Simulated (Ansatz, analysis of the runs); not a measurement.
# A defect in a wire: Rh wire along [110], 3 atoms a period, divacancy of Rh and Rh, part 2 of 2

What does the defect do to the conductance?

Ansatz 0.2.0; DFT PBE, plane waves, PAW; relaxation of a wire's period (the session's first sound run).

So far, conductance of the lead as this run defines it (G₀): step 3 (the wire at its relaxed period) 5.60.

## (5) Transmission

This step: DFT PBE, plane waves, PAW; transmission of a junction in a wire (Ansatz 0.2.0).

The cell is now read as a scatterer between two semi-infinite leads, named by two sites one period apart. The scattering states in its self-consistent potential are matched to the leads' states at each energy. One point across is taken, as for a wire in vacuum.

input.yaml

```yaml
crystal:
  lattice:
    - [8.715, 0.0, 0.0]
    - [0.0, 9.508, 0.0]
    - [0.0, 0.0, 22.5942799215]
  atoms:
    - { symbol: Rh, position: [0.38920923, 0.37276847, 0.0] }
    - { symbol: Rh, position: [0.611713495, 0.500011515, 0.055555556] }
    - { symbol: Rh, position: [0.38920923, 0.62725456, 0.0] }
    - { symbol: Rh, position: [0.38920923, 0.37276847, 0.111111111] }
    - { symbol: Rh, position: [0.611713495, 0.500011515, 0.166666667] }
    - { symbol: Rh, position: [0.38920923, 0.62725456, 0.111111111] }
    - { symbol: Rh, position: [0.38920923, 0.37276847, 0.222222222] }
    - { symbol: Rh, position: [0.611713495, 0.500011515, 0.277777778] }
[... 13 atom lines left out ...]
    - { symbol: Rh, position: [0.38920923, 0.62725456, 0.777777778] }
    - { symbol: Rh, position: [0.38920923, 0.37276847, 0.888888889] }
    - { symbol: Rh, position: [0.611713495, 0.500011515, 0.9444444445] }
    - { symbol: Rh, position: [0.38920923, 0.62725456, 0.888888889] }
kpoints:
  mp_grid: { grid: [1, 1, 4] }
scf:
  occupations: { method: fermi_dirac, width: 0.05 }
hamiltonian:
  xc: pbe
output:
  transmission:
    e_range: [-1.26, 1.26]
    de: 0.035
    kmesh: [1, 1]
    reduced_basis: true
    leads: [[22, 0]]
  dos: { projected: true, e_range: [-4, 3] }
  write_potential: true
  write_density: true
  volumetric_format: npy
  elf: true
basis:
  ecutwfc: "350 eV"
```

Run with:

```sh
> ansatz run input.yaml --threads 4 --pin off --max-ram 16384MiB --backend cpu --events-out ev --progress --plain --runs-dir out
```

The job ended after 3.2 min (4 threads of Arm Neoverse V1, shared host; peak memory 3.8 GiB).

Numbers from this step:

| Property | Result |
| --- | --- |
| energy at zero smearing | -160020.8429 eV |
| transmission at the energy nearest the Fermi level, one spin | 1.180 |
| step of the lead's Hamiltonian | 31.4 meV |
| conductance of the junction | 1.398 G₀ |

The transmission, one spin by energy, zero at the Fermi level:

```
energy (eV)  transmission, one spin
      -1.26                    1.77
      -1.19                    1.67
      -1.12                    1.57
      -1.05                    2.38
      -1.01                    2.53
      -0.98                    2.26
      -0.91                    2.24
      -0.84                    2.17
      -0.77                    1.91
      -0.73                    2.37
      -0.70                    2.15
      -0.63                    1.75
      -0.59                    2.52
      -0.53                    1.85
      -0.49                    2.71
      -0.46                    1.59
      -0.39                    1.71
      -0.32                    1.68
      -0.24                    2.72
      -0.17                    2.28
      -0.10                    1.95
      -0.04                    1.44
       0.00                    1.18
       0.04                    1.19
       0.10                    1.58
       0.17                    1.48
       0.24                    1.27
       0.32                    1.01
       0.39                    1.07
       0.46                    1.64
       0.53                    1.10
       0.59                   0.783
       0.63                   0.538
       0.70                    1.36
       0.77                    1.71
       0.84                    1.74
       0.91                    1.50
       0.98                    1.52
       1.05                    1.60
       1.12                    1.67
       1.19                    1.73
       1.26                    1.78
```

Open channels of the lead, one spin against energy, zero at the Fermi level:

```
energy (eV)  open channels of the lead, one spin
     -1.190                                    4
     -1.085                                    4
     -1.015                                    6
     -0.910                                    6
     -0.805                                    4
     -0.700                                    4
     -0.595                                    7
     -0.490                                    9
     -0.385                                    8
     -0.315                                    8
     -0.210                                   10
     -0.105                                    7
      0.000                                    5
      0.105                                    5
      0.210                                    6
      0.315                                    5
      0.385                                    5
      0.490                                    5
      0.595                                    3
      0.700                                    5
      0.805                                    6
      0.910                                    5
      1.015                                    4
      1.085                                    4
      1.190                                    4
```

Projected DOS an atom over height of the atomic layer and energy from the Fermi level.  broadened by a Gaussian of 0.15 eV, since few k-points sample the long cell.

Values in states/eV, 12 rows by 16 columns, each cell a mean:
```
0.89 0.47 0.63 0.36 0.58 0.60 0.57 0.44 0.49 0.66 0.65 0.41 0.58 0.44 0.84 0.52
1.17 1.12 1.28 1.25 1.26 1.19 1.13 1.11 1.17 1.10 1.17 1.17 1.19 1.16 1.11 1.14
1.71 1.98 1.79 2.07 2.01 2.10 2.22 2.01 1.96 2.03 1.96 2.07 1.92 1.98 1.84 1.95
2.87 2.52 2.64 2.71 2.65 2.66 2.65 2.55 2.58 2.88 2.76 3.12 2.71 2.73 2.82 2.73
2.73 4.02 2.97 3.80 2.89 3.61 3.05 2.92 2.81 3.32 2.79 3.48 2.88 3.84 2.83 4.03
1.63 1.52 1.74 1.45 1.73 1.76 2.03 2.40 2.58 1.91 1.68 1.68 1.84 1.51 1.58 1.42
1.61 1.28 1.43 1.35 1.62 1.45 1.68 2.34 2.42 1.58 1.57 1.40 1.34 1.28 1.69 1.33
1.56 1.24 1.69 1.19 1.45 1.32 1.65 1.73 1.68 1.52 1.63 1.67 1.81 1.16 1.46 1.11
2.01 1.83 1.95 2.05 1.69 1.80 2.27 1.85 1.77 2.23 2.15 2.20 2.13 1.82 1.92 2.11
1.97 1.76 1.76 1.47 1.92 1.76 2.06 1.42 1.59 1.89 1.54 1.38 1.87 1.62 1.93 1.35
1.49 1.39 1.57 1.69 2.00 1.99 1.72 1.57 1.54 1.64 1.66 1.28 1.34 1.80 1.66 1.62
1.33 1.43 1.51 1.37 1.26 0.94 1.12 1.60 1.49 1.29 1.66 1.31 1.31 1.17 1.25 1.25
```
Columns: height of the atomic layer (Å) from 0 to 21.3 (not evenly spaced); rows upwards: energy from the Fermi level (eV) from -3.98 to 1.47.

ELF in the cb plane at fractional x = 0.389, with atoms of Rh within 0.2 Å of it. It is the smooth field of the valence electrons, not physical close to the nuclei.

Ten even steps from '0' (0.00) to '9' (0.78), each cell a mean:
```
00000000000000000000000000000000000000000000
00000000000000000000000000000000000000000000
00000000000000000000000000000000000000000000
10000000000000000000100000110000011000001100
21000000000000000001210001221000122100012210
32111111000111111112321112332111233211123311
43443321111222233333333443333344333334333334
35898521112332357863347886334798533589853368
36999622223333358874348997335999733699963379
36999622223443357753248997335899633699953369
23555322225764334432224653223565322356532235
22333322136885232222223333222333322333332233
22343322226885233322223433222343222234322223
35787422224553346643236885224787422478742258
36999622223333358863348997335999633699963379
36999621222333368874348997335899633699953379
44676421112222345653335775334676433467643346
32221111001112221123322122332222233222223322
21000000000011100012321001232100133110113210
10000000000000000001110000121000111100011110
00000000000000000000000000010000000000000000
00000000000000000000000000000000000000000000
00000000000000000000000000000000000000000000
00000000000000000000000000000000000000000000
```
Columns run along c (16.0 Å, from fractional 0.29 to 1.00 of the cell), rows up along b (9.5 Å). Atoms in or near the plane, at fractional coordinates: Rh at (0.34, 0.37), Rh at (0.34, 0.63), Rh at (0.67, 0.37), Rh at (0.67, 0.63), Rh at (0.78, 0.37), Rh at (0.78, 0.63), Rh at (0.89, 0.37), Rh at (0.89, 0.63).

Electrostatic potential energy in the cb plane at fractional x = 0.389, with atoms of Rh within 0.2 Å of it. With pseudopotentials it is smooth inside the atoms' cores, unlike the true potential.

Ten even steps from '0' (-81 eV) to '9' (5 eV), each cell a mean:
```
99999999999999999999999999999999999999999999
99999999999999999999999999999999999999999999
99999999999999999999999999999999999999999999
99999999999999999999999999999999999999999999
99999999999999999999999999999999999999999999
99999999999999999999999999999999999999999999
98767899999999998789998678999767899876799987
96212699999999974368973115897312689621279852
84000589999999852148861003785000488400058830
85101599999889863358972004886100588510168840
98545899997447887789986457998645899854689975
99888999985115899999999889999988999988999998
99878999985326898899998778999877999987899987
97313799998778875579984126897312699731379862
84000599999999852148861003885000488400058830
85001599999999862248962003886100488500158840
98535899999999986579986347998534799853589974
99888999999999999899999889999988999988899998
99999999999999999999999999999999999999999999
99999999999999999999999999999999999999999999
99999999999999999999999999999999999999999999
99999999999999999999999999999999999999999999
99999999999999999999999999999999999999999999
99999999999999999999999999999999999999999999
```
Columns run along c (16.0 Å, from fractional 0.29 to 1.00 of the cell; values clipped at the 3rd and 97th percentile), rows up along b (9.5 Å). Atoms in or near the plane, at fractional coordinates: Rh at (0.34, 0.37), Rh at (0.34, 0.63), Rh at (0.67, 0.37), Rh at (0.67, 0.63), Rh at (0.78, 0.37), Rh at (0.78, 0.63), Rh at (0.89, 0.37), Rh at (0.89, 0.63).

Valence density in the cb plane at fractional x = 0.389, with atoms of Rh within 0.2 Å of it. It is the smooth field of the valence electrons, not physical close to the nuclei.

Ten steps, logarithmic in the rise over the least value, from '0' (0 e/Å³) to '9' (14 e/Å³), each cell a mean:
```
00000000000000000000000000000000000000000000
00000000000000000000000000000000000000000000
00000000000000000000000000000000000000000000
00000000000000000000000000000000000000000000
00000000000000000000000000000000000000000000
11111000000000011111111111111111111111111111
22454210000000123432123443222454322245422234
35787520000001257753247886335788533578753358
36999621001112368874358997436899743699963479
36898521112333357763357996335898633689853368
24565321125664334432235664223566422456532246
22333211136886322322223332222333222233322223
23444211136775333332223443222444322344422234
35787421123553346653246875324787533578742357
36999621111222357864358997436899633699863479
36898621000111357864358997435898633689863369
24676310000001235542235664223676422467642246
11222100000000112221112222111222211122211122
00000000000000000000000000000000000000000000
00000000000000000000000000000000000000000000
00000000000000000000000000000000000000000000
00000000000000000000000000000000000000000000
00000000000000000000000000000000000000000000
00000000000000000000000000000000000000000000
```
Columns run along c (16.0 Å, from fractional 0.29 to 1.00 of the cell), rows up along b (9.5 Å). Atoms in or near the plane, at fractional coordinates: Rh at (0.34, 0.37), Rh at (0.34, 0.63), Rh at (0.67, 0.37), Rh at (0.67, 0.63), Rh at (0.78, 0.37), Rh at (0.78, 0.63), Rh at (0.89, 0.37), Rh at (0.89, 0.63).

By hand: the program gives 1.3072 × 10^14 S/m² over the cell's cross-section of 82.86 Å² = 8.286 × 10^-19 m², so one cell conducts 1.083 × 10^-4 S. Divided by G0 = 2e²/h = 7.748 × 10^-5 S this is 1.40 G0, a resistance of 9.23 kΩ.

The conductance is 1.40 G₀, with 5 channels a spin open in the lead; the transmission at the nearest energy alone would give 1.18 G₀, so T(E) varies within the thermal window. The lead's Hamiltonian steps by 31.4 meV, which the program calls too much for a lead. The largest term of the program's error estimate is 25 %.

## (6) Landauer integrals

This step: Landauer integrals over the computed T(E), interpolated linearly between its energies (analysis of the runs above).

Conductance and thermopower are moments of T(E) over the thermal window; sliding the window along E stands for a gate that leaves T(E) rigid.

This step gave:

```
conductance at 300 K, interpolated from T(E) : 1.359 G₀
thermopower at 300 K                         : 10.87 μV/K
Lorenz number over L0                        : 1.183
```

T(E) held rigid; rough near sharp steps of T(E). Table of conductance at 300 K by shift of the leads' level:

```
shift of the leads' level (eV)  conductance at 300 K (G₀)
                        -0.900                       2.17
                        -0.800                       2.02
                        -0.750                       2.09
                        -0.650                       2.08
                        -0.550                       2.21
                        -0.450                       1.80
                        -0.400                       1.62
                        -0.300                       1.92
                        -0.200                       2.37
                        -0.150                       2.19
                        -0.050                       1.58
                         0.050                       1.38
                         0.150                       1.46
                         0.200                       1.38
                         0.300                       1.15
                         0.400                       1.24
                         0.450                       1.33
                         0.550                       1.02
                         0.650                      0.999
                         0.750                       1.58
                         0.800                       1.72
                         0.900                       1.59
```

T(E) held rigid; rough near sharp steps of T(E). Table of thermopower at 300 K by shift of the leads' level:

shift of the leads' level (eV), thermopower at 300 K (μV/K) and a bar from the least value:
```
   -0.900        2.2 ###################
   -0.850        6.0 ####################
   -0.800        0.8 ##################
   -0.750       -5.4 ###############
   -0.700        1.6 ##################
   -0.650       -1.6 #################
   -0.600       -5.9 ###############
   -0.550        3.8 ###################
   -0.500       12.6 ########################
   -0.450       22.8 #############################
   -0.400        1.8 ##################
   -0.350      -11.3 ############
   -0.300      -22.0 #######
   -0.250      -15.7 ##########
   -0.200        4.0 ###################
   -0.150       15.3 #########################
   -0.100       23.6 #############################
   -0.050       25.4 ##############################
    0.000       10.9 #######################
    0.050       -8.0 ##############
    0.100       -2.8 ################
    0.150        5.1 ####################
    0.200       10.8 #######################
    0.250       13.6 ########################
    0.300        5.8 ####################
    0.350       -5.2 ###############
    0.400      -10.8 ############
    0.450        1.1 ##################
    0.500       19.4 ###########################
    0.550       23.2 #############################
    0.600        4.7 ####################
    0.650      -35.4 
    0.700      -31.6 ##
    0.750      -18.4 ########
    0.800       -5.0 ###############
    0.850        5.8 ####################
    0.900        7.3 #####################
```

The two levels move by half the bias each and T(E) is held rigid. The current from the zero-bias T(E) by bias:

```
bias (V)  current from the zero-bias T(E) (μA)
   0.000                                     0
   0.100                                  10.9
   0.200                                  23.2
   0.300                                  36.8
   0.400                                  51.2
   0.500                                  65.4
   0.600                                  78.2
   0.700                                  89.6
   0.800                                   101
   0.900                                   112
   1.000                                   125
   1.100                                   137
   1.200                                   150
   1.300                                   161
   1.400                                   174
   1.500                                   188
   1.600                                   202
   1.700                                   217
   1.800                                   232
   1.900                                   246
```

By hand, Mott's formula: S = −(π²k²T/3e) d ln T/dE, and π²k²T/3e = 7.33 μV/K × eV at 300 K. The computed T is 1.68 at -0.070 eV and 1.56 at +0.070 eV, so d ln T/dE ≈ -0.543 per eV and S ≈ 3.98 μV/K, against 10.9 from the integrals. The two differ since ln T is not straight over the thermal window.

The thermopower is 10.9 μV/K. The Lorenz ratio is 1.18, where the Wiedemann-Franz law gives 1. Moving the level by up to 0.1 eV either way gives -8.0 to 25 μV/K.

## (7) Results

```json
{"conductance of the perfect wire": "5.60 G₀", "conductance, divacancy of Rh and Rh": "1.40 G₀", "thermopower, divacancy of Rh and Rh": "10.9 μV/K"}
```

Summed over the computed window, 31 % of the lead's open channels pass the defect; the conductance at 300 K is 1.40 G₀. With divacancy of Rh and Rh, 25 % of the conductance of that run's own lead (5.64 G₀) is left, so it blocks most of the current. A plain interpolation of the computed T(E) gives 1.36 G₀ for that run; the program's 1.40 G₀ comes from its own average, which also places band edges between the computed energies. Transport is coherent and elastic here: the atoms are frozen, so scattering by vibrations plays no part. In the perfect wire the moments were started parallel, and no opposed start was run. With divacancy of Rh and Rh several atoms of the wire itself moved far in the relaxation, so the changed stretch between the held leads may scatter as well as the defect. The free region is short: held atoms still bear up to 0.5 eV/Å after a relaxation. In 1 run the program finds the step of the lead's Hamiltonian too large, so longer leads may change the transmission. One term of the program's error estimate for a conductance, of a junction or of the perfect wire, reaches 25 % in this session. A junction with open d shells ran without spin, and none was tried there; atoms at the junction may want a moment. A cutoff under the files' recommended one was taken to save time; its effect on T(E) was not tested here. A cell with an odd number of electrons ran without spin; a level of the scatterer near the Fermi level could split if spin were allowed.

[Logs are printed without paths, hosts, clocks, repeated set-up lines and the standing remarks that a program may print on its own settings, such as how far it seeks lower states.]

[Hosts, paths, dates, database ids (printed as entryN), source tags and the programs' standing remarks are cut or masked in the printed files.]
